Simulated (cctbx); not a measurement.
# Which space group?

Cell: a = 7.8850 Å, b = 13.4980 Å, c = 14.6180 Å, α = 90.00°, β = 100.07°, γ = 90.00°. Expected content of the cell: Pr4 Ba18 S24.

Simulated single-crystal data (cctbx): Mo Kα, λ = 0.71073 Å, to d = 0.65 Å, 50 % of the full sphere, strongest reflection 40000 counts, noise from counting, a 1.5 % proportional error and a noise floor of 8 counts (s.d.); no absorption, some extinction.

A first pass over the reflections prints:

```text
11719 reflections to d = 0.650 A
centring   violations  <I/sigma> of those
    A       1757 of  5894      4.0
    B       1756 of  5937      3.9
    C          1 of  5829     -0.0
    I       1657 of  5813      4.4
    R       2230 of  7799      4.5
    F       1757 of  8830      2.6
Laue class    unique    Rint  (classes that these axes allow; Friedel mates merged)
C 1 2/m 1        2789   0.027
space group    extra absences  I>4sigma  <I/sigma>
C 1 2 1                 0          0         -  acentric
C 1 m 1                 0          0         -  acentric
C 1 2/m 1               0          0         -  centric
Wilson B = 1.57 A^2   <|E^2-1|> = 1.251 (0.968 centric, 0.736 acentric)   E^2>4: 8.1 %
shell (A)         n   <I/sigma>
14.40 - 1.30    362     19.7
 1.30 - 1.03    349     15.9
 1.03 - 0.90    342     12.5
 0.90 - 0.82    362     13.5
 0.82 - 0.76    335      9.0
 0.76 - 0.72    334      9.9
 0.72 - 0.68    370      8.2
 0.68 - 0.65    335      6.5
```

Q: Read the symmetry from these tables.

The reflections that C centring forbids are absent (⟨I/σ⟩ near 0), so the lattice is C.

Only C 1 2/m 1 fits these axes (Rint 0.027); a search for a hidden higher lattice was not made.

3 settings pass the absence test. No glide or screw absences show, which leaves C 1 2 1, C 1 m 1 and C 1 2/m 1.

⟨|E²−1|⟩ = 1.251 is above even the centric ideal, a mark of pseudo-translation (a class of systematically weak reflections). The Wilson B of 1.57 Å² means U ≈ 0.0199 Å².

The true group is C2/m (no. 12), Laue class 2/m, centrosymmetric. The tables only narrow the choice to the tied entries; cell content, site symmetry and trial solutions must settle it.

The model was made for the exercise: a known structure type with other elements put in, its volume estimated, not relaxed; displacement parameters are assumed.

[Logs are printed without paths, hosts, clocks, repeated set-up lines and the standing remarks that a program may print on its own settings, such as how far it seeks lower states.]
